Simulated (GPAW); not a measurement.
# KBr (Fm-3m): how ε∞ follows the gap

The empty bands of KBr (Fm-3m) are shifted up rigidly by Δ, and ε∞ is computed for each shift.

It takes space group Fm-3m (No. 225, cubic). The conventional cell has a = 6.600 Å, b = 6.600 Å, c = 6.600 Å, α = 90.00°, β = 90.00°, γ = 90.00°. Br on site b has 6 K at 3.30 Å as nearest neighbours. Around K on site a lie 6 Br at 3.30 Å.

Method: GPAW 26.7.0, PBE, RPA, k-mesh 9×9×9, local fields up to 50 eV, Lorentzian half width 0.15 eV.

Launch of the response step: `OMP_NUM_THREADS=1 python df.py`. The series took 3.3 min in all, its band step included, on 1 thread of Arm Neoverse V1 (shared host).

```
Δ (eV)     ε∞
  0.00  2.359
  0.40  2.308
  0.80      ?
  1.20  2.219
  1.60  2.180
  2.00  2.143
```

With one effective transition at E₀ and fixed dipole strength, ε∞ − 1 = A/(E₀ + Δ), so 1/(ε∞ − 1) is linear in Δ.

Working, on the rows shown:

| x = Δ (eV) | y = 1/(ε∞ − 1) |
| --- | --- |
| 0 | 0.735835 |
| 0.4 | 0.764526 |
| 1.2 | 0.820345 |
| 1.6 | 0.847458 |
| 2 | 0.874891 |

Means: x̄ = 1.04, ȳ = 0.80861. Σ(x − x̄)(y − ȳ) = 0.1912, Σ(x − x̄)² = 2.752. Slope = 0.1912 / 2.752 = 0.06946; intercept = ȳ − slope · x̄ = 0.73637. Turned back into ε∞, the line misses the rows shown by at most 0.00099.

Task: Fill in the last column of the withheld row.

Result: At x = 0.8 the line gives y = 0.79194, that is 2.263. The run gave 2.262, so the interpolation is off by 0.00072, 0.3 % of the range in the table.

Refitted with all rows, the slope is 0.06943 and the intercept 0.73648. These give E₀ = intercept/slope = 10.6 eV, far above the least direct gap of 4.44 eV: most of the screening comes from transitions well over the edge. Over the first step ε∞ falls by 5 % per eV. Excitons are left out; PBE gaps are as a rule too small. The values come from a sum over the points of one k-mesh and carry its error, which grows as the direct gap shrinks. Spin-orbit coupling is left out.

[Logs are printed without paths, hosts, clocks, repeated set-up lines and the standing remarks that a program may print on its own settings, such as how far it seeks lower states.]
